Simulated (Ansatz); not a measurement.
**Lattice dynamics of (CaO)3(YN)1 [001] superlattice, started as rocksalt type**

Aim: the phonons of (CaO)3(YN)1 [001] superlattice, started as rocksalt type at a cell relaxed beforehand at this level.

Main program and level: Ansatz 0.2.0; DFT PBEsol, scalar-relativistic, plane waves, PAW.

The structure was built from a prototype and need not be the compound's stable phase.

## Step 1: The structure

Symmetry: P4/mmm, No. 123, tetragonal system. Conventional cell: a = 3.390 Å, b = 3.390 Å, c = 9.592 Å, α = 90.00°, β = 90.00°, γ = 90.00°. Nearest to Ca lie 5 O at 2.38 to 2.40 Å and 1 N at 2.42 Å. Nearest to Ca lie 6 O at 2.40 Å. Nearest to N lie 4 Y at 2.40 Å and 2 Ca at 2.42 Å. O has 1 Y at 2.39 Å and 5 Ca at 2.40 Å nearest. Nearest to O lie 6 Ca at 2.38 to 2.40 Å. Y has 2 O at 2.39 Å and 4 N at 2.40 Å nearest. Farther neighbours and most contacts between anions are not listed.

## Step 2: Zone-centre response

The cell comes from relaxations at this level that are not shown. The zone centre is the only wavevector solved here; it holds the modes that light can see, as far as symmetry allows. The response to a homogeneous field gives the Born charges and the dielectric tensor, and its change with displacement the Raman tensors.

input.yaml reads:

```yaml
crystal:
  lattice:
    - [2.3971304646, 2.3971304646, 0.0]
    - [-2.3971304646, 2.3971304646, 0.0]
    - [0.0, 0.0, 9.5923035021]
  atoms:
    - { symbol: Ca, position: [0.0, 0.0, 0.0020772059] }
    - { symbol: Ca, position: [0.5, 0.5, 0.25] }
    - { symbol: Ca, position: [0.0, 0.0, 0.4979227941] }
    - { symbol: "N", position: [0.0, 0.0, 0.75] }
    - { symbol: O, position: [0.5, 0.5, -0.0006321129] }
    - { symbol: O, position: [0.0, 0.0, 0.25] }
    - { symbol: O, position: [0.5, 0.5, 0.5006321129] }
    - { symbol: "Y", position: [0.5, 0.5, 0.75] }
kpoints:
  mp_grid: { grid: [8, 8, 4] }
hamiltonian:
  xc: pbesol
scf:
  occupations: { method: fixed }
output:
  eigenvalues: true
phonons:
  method: dfpt
  dielectric: true
  rigid_motions: translations
  raman: true
```

On the command line:

```console
$ ansatz run input.yaml --threads 8 --pin off --max-ram 14336MiB --backend cpu --events-out ev --progress --plain --runs-dir out
```

Numbers of over 12 decimals in the logs are rounded to 6 here.

The program printed:

```text
Engine: ansatz 0.2.0, aarch64-unknown-linux-gnu
Pseudopotentials: kind: paw
Pseudopotential: Ca, paw, valence charge 10, recommended cutoff 420 eV (normal), Ca.paw.azcp
Pseudopotential: N, paw, valence charge 5, recommended cutoff 420 eV (normal), N.paw.azcp
Pseudopotential: O, paw, valence charge 6, recommended cutoff 420 eV (normal), O.paw.azcp
Pseudopotential: Y, paw, valence charge 11, recommended cutoff 420 eV (normal), Y.paw.azcp
Functional definition: PBEsol
  exchange = pbesol_x
  correlation = pbesol_c
Crystal: 8 atoms, lattice volume = 110.239 Å³
Basis set: ecut = 420 eV, 2117 PW (Γ), exchange–correlation on 48×48×144 points (8 copies of the dense FFT grid, shifted against one another)
Bands: 40, of which v1, the nominal top of the filled ones, is band 32 counted from 1 (31 counted from 0)
Symmetry: 16 space group operations
k-points: 78 of 256 (irreducible under 2 space group operations, time reversal used)
Non-local potential: Ca, projectors of the file, l = 0: 3, l = 1: 2, l = 2: 2
Non-local potential: N, projectors of the file, l = 0: 2, l = 1: 2, l = 2: 1
Non-local potential: O, projectors of the file, l = 0: 2, l = 1: 2, l = 2: 1
Non-local potential: Y, projectors of the file, l = 0: 3, l = 1: 2, l = 2: 2, l = 3: 1
PAW form: soft (Blöchl's): semilocal exchange-correlation on the pseudo side does not see the compensation charge
PAW frozen core: Ca, regenerated for the run's functional, and the local potential with it (the file was generated under x = pbe(κ = 0.804, μ = 0.219515), c = pbe(β = 0.066725))
PAW frozen core: N, regenerated for the run's functional, and the local potential with it (the file was generated under x = pbe(κ = 0.804, μ = 0.219515), c = pbe(β = 0.066725))
PAW frozen core: O, regenerated for the run's functional, and the local potential with it (the file was generated under x = pbe(κ = 0.804, μ = 0.219515), c = pbe(β = 0.066725))
PAW frozen core: Y, regenerated for the run's functional, and the local potential with it (the file was generated under x = pbe(κ = 0.804, μ = 0.219515), c = pbe(β = 0.066725))
PAW one-centre angular grid: Ca, 110 points (default); XC on 64 Gauss nodes
PAW one-centre angular grid: N, 110 points (default); XC on 64 Gauss nodes
PAW one-centre angular grid: O, 110 points (default); XC on 64 Gauss nodes
PAW one-centre angular grid: Y, 590 points (default); XC on 64 Gauss nodes
Initial density: superposition of atomic densities (neutral atoms: chi_scale 0, normalization atom), corrected by the library's trained network
Initial wavefunctions: pseudopotential atomic-orbital guess
Functional: x = pbesol(κ = 0.804, μ = 0.123457), c = pbesol(β = 0.046)
SCF iter   1: F=—  HF=-11251.413797 eV  |F-HF|=—  |Δ(HF+E_count)|=         —  Δρ=1.49e-2  dr2=2.47e-1  ethr=1.77e-3  ⟨swp⟩=4.5  Hψ=12184  notcnv=0  defer=411
preconditioner: auto → Resta (q_TF=auto, 2.492 Å⁻¹)  ε∞=3.5  [insulator: Δε(μ)=0.635 eV  Ē_g=16.606 eV  n_scr=26 (ndim 8)  ℏωp=26.5 eV  f_vac=0.000  ε∞_Penn≈3.5]
SCF iter   2: F=—  HF=-11251.360791 eV  |F-HF|=—  |Δ(HF+E_count)|=   5.30e-2  Δρ=5.26e-3  dr2=2.27e-2  ethr=3.86e-4  ⟨swp⟩=2.0  Hψ=4957  notcnv=0  defer=455
SCF iter   3: F=—  HF=-11251.355590 eV  |F-HF|=—  |Δ(HF+E_count)|=   5.20e-3  Δρ=1.36e-3  dr2=2.26e-3  ethr=3.55e-5  ⟨swp⟩=2.1  Hψ=4261  notcnv=0  defer=466
SCF iter   4: F=—  HF=-11251.355146 eV  |F-HF|=—  |Δ(HF+E_count)|=   4.44e-4  Δρ=2.59e-4  dr2=5.78e-5  ethr=3.53e-6  ⟨swp⟩=2.7  Hψ=5148  notcnv=0  defer=468
SCF iter   5: F=—  HF=-11251.355161 eV  |F-HF|=—  |Δ(HF+E_count)|=   1.47e-5  Δρ=4.96e-5  dr2=2.90e-6  ethr=9.03e-8  ⟨swp⟩=2.0  Hψ=5308  notcnv=0  defer=374
SCF iter   6: F=—  HF=-11251.355161 eV  |F-HF|=—  |Δ(HF+E_count)|=   2.15e-7  Δρ=1.47e-5  dr2=2.06e-7  ethr=4.53e-9  ⟨swp⟩=2.0  Hψ=4289  notcnv=0  defer=285
SCF iter   7: F=—  HF=-11251.355161 eV  |F-HF|=—  |Δ(HF+E_count)|=   1.38e-7  Δρ=1.82e-5  dr2=3.17e-7  ethr=3.22e-10  ⟨swp⟩=2.0  Hψ=4142  notcnv=0  defer=285
SCF iter   8: F=—  HF=-11251.355161 eV  |F-HF|=—  |Δ(HF+E_count)|=   6.27e-8  Δρ=1.40e-6  dr2=1.79e-9  ethr=3.22e-10  ⟨swp⟩=2.0  Hψ=4142  notcnv=0  defer=285
SCF iter   9: F=—  HF=-11251.355161 eV  |F-HF|=—  |Δ(HF+E_count)|=  4.91e-11  Δρ=3.13e-7  dr2=1.07e-10  ethr=2.79e-12  ⟨swp⟩=2.0  Hψ=4660  notcnv=0  defer=285
SCF iter  10: F=-11251.355161 eV  HF=-11251.355161 eV  |F-HF|=2.00e-11  |Δ(HF+E_count)|=  1.27e-11  Δρ=1.81e-7  dr2=3.29e-11  ethr=1.00e-12  ⟨swp⟩=15.7  Hψ=21425  notcnv=0
SCF 1 converged in 10 iterations: F = -11251.355161 eV  dr2 = 3.29e-11
  greatest PAW one-centre occupation: 0.996 electrons in one spin orbital (limit 2), on the Ca atom at site 2 (counted from 0), in its partial waves of l = 0
DFPT response loops at Γ: preconditioner auto → Resta (q_TF=auto, 2.492 Å⁻¹)  ε∞=8.3 (no band partly filled); β = 1.00, the filter's whole step (`scf.mixing.beta` (0.50) is not read by the response loops at its default; to damp them type it under 1.00, their step now; it binds the ground state too); Broyden in place of MSR1
── the response to a field inside a basis, on 12×12×4 k-points: an SCF that follows is theirs, and a resumed run solves both again ──
Bands: 33, of which v1, the nominal top of the filled ones, is band 32 counted from 1 (31 counted from 0)
k-points: 42
Initial density: handed on by an earlier stage of this run
Initial wavefunctions: pseudopotential atomic-orbital guess (no wavefunctions were taken with the density)
Eigensolver: Dense (42 Hₖ)
SCF iter   1: F=—  HF=-11251.284585 eV  |F-HF|=—  |Δ(HF+E_count)|=         —  Δρ=4.13e-4  dr2=7.09e-5  ethr=1.00e-1
preconditioner: auto → Resta (q_TF=auto, 2.492 Å⁻¹)  ε∞=4.2  [insulator: Δε(μ)=0.933 eV  Ē_g=14.892 eV  n_scr=26 (ndim 8)  ℏωp=26.5 eV  f_vac=0.000  ε∞_Penn≈4.2]
SCF iter   2: F=—  HF=-11251.284590 eV  |F-HF|=—  |Δ(HF+E_count)|=   4.82e-6  Δρ=1.90e-4  dr2=2.13e-5  ethr=1.11e-7
SCF iter   3: F=—  HF=-11251.284592 eV  |F-HF|=—  |Δ(HF+E_count)|=   2.66e-6  Δρ=1.04e-4  dr2=4.50e-6  ethr=3.32e-8
SCF iter   4: F=—  HF=-11251.284594 eV  |F-HF|=—  |Δ(HF+E_count)|=   1.53e-6  Δρ=9.45e-6  dr2=5.80e-8  ethr=7.03e-9
SCF iter   5: F=—  HF=-11251.284594 eV  |F-HF|=—  |Δ(HF+E_count)|=   4.11e-8  Δρ=6.53e-6  dr2=4.95e-8  ethr=9.07e-11
SCF iter   6: F=—  HF=-11251.284594 eV  |F-HF|=—  |Δ(HF+E_count)|=   8.08e-9  Δρ=1.13e-6  dr2=1.07e-9  ethr=7.74e-11
SCF iter   7: F=-11251.284594 eV  HF=-11251.284594 eV  |F-HF|=3.82e-11  |Δ(HF+E_count)|=  6.31e-10  Δρ=2.33e-7  dr2=4.11e-11  ethr=1.67e-12
SCF 1 converged in 7 iterations: F = -11251.284594 eV  dr2 = 4.11e-11
[...]
-0.000000     6.072847    -0.000000
       -0.000000    -0.000000     4.607536
  ε⁰ (static dielectric tensor: ions relaxed, cell fixed):
       36.799629    -0.000000     0.000000
       -0.000000    36.799629    -0.000000
        0.000000    -0.000000    21.269297
  ε⁰ − ε∞ (ionic part):
       30.726781    -0.000000     0.000000
       -0.000000    30.726781    -0.000000
        0.000000    -0.000000    16.661761
  softest optical mode at Γ: 127.65 cm⁻¹; the repairs (sum rule, projections) moved no ω² at Γ by more than (4.40 cm⁻¹)²
  Born effective charges Z* (e; rows j = field, columns β = displacement):
    site 0:
         2.32436   -0.00000   -0.00000
        -0.00000    2.32436    0.00000
        -0.00000    0.00000    2.49551
    site 1:
         2.36505   -0.00000   -0.00000
        -0.00000    2.36505    0.00000
        -0.00000    0.00000    2.81597
    site 2:
         2.32436   -0.00000   -0.00000
        -0.00000    2.32436    0.00000
        -0.00000    0.00000    2.49551
    site 3:
        -4.67960    0.00000    0.00000
         0.00000   -4.67960   -0.00000
         0.00000    0.00000   -2.37874
    site 4:
        -2.31785   -0.00000   -0.00000
        -0.00000   -2.31785   -0.00000
        -0.00000   -0.00000   -2.74659
    site 5:
        -2.40458    0.00000    0.00000
         0.00000   -2.40458    0.00000
         0.00000   -0.00000   -2.76449
    site 6:
        -2.31785    0.00000    0.00000
         0.00000   -2.31785   -0.00000
         0.00000    0.00000   -2.74659
    site 7:
         4.70612   -0.00000   -0.00000
        -0.00000    4.70612    0.00000
        -0.00000    0.00000    2.82941
  Z* charge neutrality: 1.371e-2 e pre-enforcement
  solved inside a basis spanned on kpoints, on 12×12×4 k-points transformed towards the longest dipole, which do not settle them: ε∞ is read to err by 2.0e-1, Z* by 5.7e-1 e (field_mesh: kpoints solves on kpoints); Z* is corrected for what the basis lacks
  Raman tensors (in the event stream and the table raman_tensors.tsv): an entry may err by 2.6e0 Å², one of the second-order susceptibility by 1.4e-17 pm/V (basis, points and sum rule); their sum over the sites missed zero by 8.882e-16 Å² ahead of its enforcement
  optical modes at Γ without the LO–TO term, one row a degenerate level:
      ω (cm⁻¹)  modes    IR ((D/Å)²/amu)  static Raman (Å⁴/amu)  depolarisation
        127.65      2             4.7946                 0.0000               —
        153.36      2             0.0000                 0.3939           0.750
        189.51      2            21.3379                 0.0000               —
        201.16      1             3.3281                 0.0000               —
        224.20      2            96.4776                 0.0000               —
        242.65      1            34.4519                 0.0000               —
        244.62      1             0.0000                27.9791           0.018
        266.51      2            19.9024                 0.0000               —
        292.84      2             0.0000                 0.0016           0.750
        294.45      2             7.6637                 0.0000               —
        302.33      1            17.2905                 0.0000               —
        401.32      1             0.5847                 0.0000               —
        489.35      1             0.0000                71.4518           0.034
        504.39      1             0.2534                 0.0000               —
  optical modes at Γ + LO–TO along q̂ = [1.0000, 0.0000, 0.0000]:
      ω (cm⁻¹)  modes    IR ((D/Å)²/amu)  static Raman (Å⁴/amu)  depolarisation
        127.65      1             2.3973                 0.0000               —
        131.23      1             0.0344                 0.0000               —
        153.36      2             0.0000                 0.3939           0.750
        189.51      1            10.6689                 0.0000               —
        195.54      1             0.0423                 0.0000               —
        201.16      1             3.3281                 0.0000               —
        224.20      1            48.2388                 0.0000               —
        242.65      1            34.4519                 0.0000               —
        244.62      1             0.0000                27.9791           0.018
        259.50      1             0.1071                 0.0000               —
        266.51      1             9.9512                 0.0000               —
        291.27      1             0.0821                 0.0000               —
        292.84      2             0.0000                 0.0016           0.750
        294.45      1             3.8318                 0.0000               —
        302.33      1            17.2905                 0.0000               —
        401.32      1             0.5847                 0.0000               —
        489.35      1             0.0000                71.4518           0.034
        504.39      1             0.2534                 0.0000               —
        540.18      1            74.8222                 0.0000               —
  optical modes at Γ + LO–TO along q̂ = [0.0000, 1.0000, 0.0000]:
      ω (cm⁻¹)  modes    IR ((D/Å)²/amu)  static Raman (Å⁴/amu)  depolarisation
        127.65      1             2.3973                 0.0000               —
        131.23      1             0.0344                 0.0000               —
        153.36      2             0.0000                 0.3939           0.750
        189.51      1            10.6689                 0.0000               —
        195.54      1             0.0423                 0.0000               —
        201.16      1             3.3281                 0.0000               —
        224.20      1            48.2388                 0.0000               —
        242.65      1            34.4519                 0.0000               —
        244.62      1             0.0000                27.9791           0.018
        259.50      1             0.1071                 0.0000               —
        266.51      1             9.9512                 0.0000               —
        291.27      1             0.0821                 0.0000               —
        292.84      2             0.0000                 0.0016           0.750
        294.45      1             3.8318                 0.0000               —
        302.33      1            17.2905                 0.0000               —
        401.32      1             0.5847                 0.0000               —
        489.35      1             0.0000                71.4518           0.034
        504.39      1             0.2534                 0.0000               —
        540.18      1            74.8222                 0.0000               —
  optical modes at Γ + LO–TO along q̂ = [0.0000, 0.0000, 1.0000]:
      ω (cm⁻¹)  modes    IR ((D/Å)²/amu)  static Raman (Å⁴/amu)  depolarisation
        127.65      2             4.7946                 0.0000               —
        153.36      2             0.0000                 0.3939           0.750
        189.51      2            21.3379                 0.0000               —
        204.31      1             0.0263                 0.0000               —
        224.20      2            96.4776                 0.0000               —
        244.62      1             0.0000                27.9791           0.018
        266.51      2            19.9024                 0.0000               —
        282.44      1             0.2714                 0.0000               —
        292.84      2             0.0000                 0.0016           0.750
        294.45      2             7.6637                 0.0000               —
        399.41      1             0.2193                 0.0000               —
        489.35      1             0.0000                71.4518           0.034
        500.89      1             2.5511                 0.0000               —
        555.91      1            52.8404                 0.0000               —
[key lines of the parts left out:]
SCF converged after 10 iterations
Free energy (F): -11251.355161 eV
Fermi energy:    10.310124 eV
```

Wall time 7.3 min (8 threads of Arm Neoverse N1, shared host); peak memory 3.4 GiB.

Numbers from this step:

```
gap on the k-mesh                                       : 0.8611 eV
volume per atom                                         : 13.78 Å³
sum-rule residual before enforcement                    : 3.14e-4 eV/Å²
miss of the charge sum rule                             : 0.01371 e
estimated error of the dielectric tensor                : 0.1957
estimated error of the Born charges                     : 0.5683 e
point group                                             : 4/mmm
highest optical mode at the zone centre (no LO-TO term) : 504.4 cm⁻¹
lowest optical zone-centre mode                         : 127.7 cm⁻¹
mean high-frequency dielectric constant                 : 5.584
largest Born charge (third of the trace)                : 4.081 e
mean static dielectric constant                         : 31.62
top of the zone-centre spectrum with the field          : 555.9 cm⁻¹
```

Without the LO-TO term. Patterns of degenerate modes are one choice out of their space. Modes at Γ, with each element's share of the kinetic energy:

| mode | frequency (cm⁻¹) | symmetry | Ca % | N % | O % | Y % |
| --- | --- | --- | --- | --- | --- | --- |
| 1 | 0.0 | acoustic | 44 | 5 | 18 | 33 |
| 2 | 0.0 | acoustic | 44 | 5 | 18 | 33 |
| 3 | 0.0 | acoustic | 44 | 5 | 18 | 33 |
| 4 | 127.7 | Eu | 36 | 0 | 12 | 52 |
| 5 | 127.7 | Eu | 36 | 0 | 12 | 52 |
| 6 | 153.4 | Eg | 83 | 0 | 17 | 0 |
| 7 | 153.4 | Eg | 83 | 0 | 17 | 0 |
| 8 | 189.5 | Eu | 59 | 15 | 11 | 15 |
| 9 | 189.5 | Eu | 59 | 15 | 11 | 15 |
| 10 | 201.2 | A2u | 22 | 1 | 21 | 55 |
| 11 | 224.2 | Eu | 27 | 70 | 3 | 0 |
| 12 | 224.2 | Eu | 27 | 70 | 3 | 0 |
| 13 | 242.7 | A2u | 47 | 8 | 43 | 2 |
| 14 | 244.6 | A1g | 77 | 0 | 23 | 0 |
| 15 | 266.5 | Eu | 23 | 4 | 73 | 0 |
| 16 | 266.5 | Eu | 23 | 4 | 73 | 0 |
| 17 | 292.8 | Eg | 17 | 0 | 83 | 0 |
| 18 | 292.8 | Eg | 17 | 0 | 83 | 0 |
| 19 | 294.4 | Eu | 11 | 5 | 84 | 0 |
| 20 | 294.4 | Eu | 11 | 5 | 84 | 0 |
| 21 | 302.3 | A2u | 72 | 4 | 20 | 4 |
| 22 | 401.3 | A2u | 8 | 19 | 72 | 1 |
| 23 | 489.4 | A1g | 23 | 0 | 77 | 0 |
| 24 | 504.4 | A2u | 7 | 62 | 26 | 6 |

Displacements in mode 5 (127.7 cm⁻¹), the largest set to 1:
```
Ca1 -0.01 -0.18  0.00
Ca2 -0.06 -1.00  0.00
Ca3 -0.01 -0.18  0.00
N4   0.00  0.03  0.00
O5  -0.01 -0.17  0.00
O6  -0.05 -0.89  0.00
O7  -0.01 -0.17  0.00
Y8   0.05  0.83  0.00
```

Displacements in mode 19 (294.4 cm⁻¹), the largest set to 1:
```
Ca1 -0.01 -0.23  0.00
Ca2  0.00  0.07  0.00
Ca3 -0.01 -0.23  0.00
N4  -0.02 -0.39  0.00
O5   0.05  1.00  0.00
O6  -0.02 -0.50  0.00
O7   0.05  1.00  0.00
Y8   0.00 -0.03  0.00
```

High-frequency dielectric tensor, which the program warns is not settled by the k meshes in reach. Tensor:

```
       x      y      z
x  6.073      0      0
y      0  6.073      0
z      0      0  4.607
```

Static dielectric tensor, which the program warns is not settled by the k meshes in reach. Tensor:

```
      x     y      z
x  36.8     0      0
y     0  36.8      0
z     0     0  21.27
```

Optical modes at the zone centre, without and with the macroscopic field of the longitudinal modes; each column is sorted by frequency, so a row need not hold one and the same mode. Modes with and without the field, by row:

```
rank among optical modes  no field (cm⁻¹)  q along (1, 0, 0) (cm⁻¹)  q along (0, 0, 1) (cm⁻¹)
                       1            127.7                     127.7                     127.7
                       2            127.7                     131.2                     127.7
                       3            153.4                     153.4                     153.4
                       4            153.4                     153.4                     153.4
                       5            189.5                     189.5                     189.5
                       6            189.5                     195.5                     189.5
                       7            201.2                     201.2                     204.3
                       8            224.2                     224.2                     224.2
                       9            224.2                     242.7                     224.2
                      10            242.7                     244.6                     244.6
                      11            244.6                     259.5                     266.5
                      12            266.5                     266.5                     266.5
                      13            266.5                     291.3                     282.4
                      14            292.8                     292.8                     292.8
                      15            292.8                     292.8                     292.8
                      16            294.4                     294.4                     294.4
                      17            294.4                     302.3                     294.4
                      18            302.3                     401.3                     399.4
                      19            401.3                     489.4                     489.4
                      20            489.4                     504.4                     500.9
                      21            504.4                     540.2                     555.9
```

(Part 1 of 2 ends here.)

[Logs are printed without paths, hosts, clocks, repeated set-up lines and the standing remarks that a program may print on its own settings, such as how far it seeks lower states.]

[Hosts, paths, dates, database ids (printed as entryN), source tags and the programs' standing remarks are cut or masked in the printed files.]
